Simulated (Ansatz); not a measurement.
CsH (rocksalt (001) film, 5 layers), computed twice by G0W0.

The cell holds 10 atoms: 5 Cs and 5 H. Its edges and angles: a = 4.509 Å, b = 4.509 Å, c = 47.400 Å, α = 90.0°, β = 90.0°, γ = 90.0°. It derives from CsH. Vacuum lies along c.

```xyz
10
Lattice="4.5085 0.0000 0.0000 0.0000 4.5085 0.0000 0.0000 0.0000 47.4000" Properties=species:S:1:pos:R:3
Cs    0.0000    0.0000   17.6472
H     2.2543    2.2543   17.7047
Cs    2.2543    2.2543   20.6787
H     0.0000    0.0000   20.6400
Cs    0.0000    0.0000   23.7000
H     2.2543    2.2543   23.7000
Cs    2.2543    2.2543   26.7213
H     0.0000    0.0000   26.7600
Cs    0.0000    0.0000   29.7528
H     2.2543    2.2543   29.6953
```

The structure was relaxed with LDA (ions only). The runs that relaxed it are not among those shown. Spin-orbit coupling is left out unless a run names it.

The first (Ansatz 0.2.0; start LDA, 4×4×1 mesh, 1146 empty bands, screening to 65 eV, PAW set soft_1 files; 1 × NVIDIA H100 80GB HBM3 (shared by 6 runs) with 2 threads of AMD EPYC 7R13 (Zen 3), shared host) gave, on its mesh: starting gap 1.96 eV, G0W0 gap 4.26 eV, mean of 1 + 4πα/V (set by the cell height) 1.56, 69 s.

**Question.** The second changes empty bands from 1146 to 472 and screening cutoff (eV) from 65.0 to 36. What does it give?

It gave: starting gap 1.96 eV, G0W0 gap 4.13 eV, mean of 1 + 4πα/V (set by the cell height) 1.56, 37 s. The G0W0 gap moves by −0.12 eV, +0.00 eV from the start and −0.12 eV from the correction. Σc changes by +0.20 eV at the valence top and +0.08 eV at the conduction bottom, and Σx − Vxc between them by +0.00 eV.

Limits: not at the basis limit; coarse mesh for a sheet; no spin-orbit coupling.

[Paths, hosts, dates, memory and timing lines, banners, echoed tables and standing remarks are left out of the program output.]

[Logs are printed without paths, hosts, clocks, repeated set-up lines and the standing remarks that a program may print on its own settings, such as how far it seeks lower states.]

[Runs of the session that timed out or met a known fault of the program may be left out.]

[Cells called generated may have been cut or substituted from an entry of the Crystallography Open Database or the Materials Project.]

[Hosts, paths, dates, database ids (printed as entryN), source tags and the programs' standing remarks are cut or masked in the printed files.]
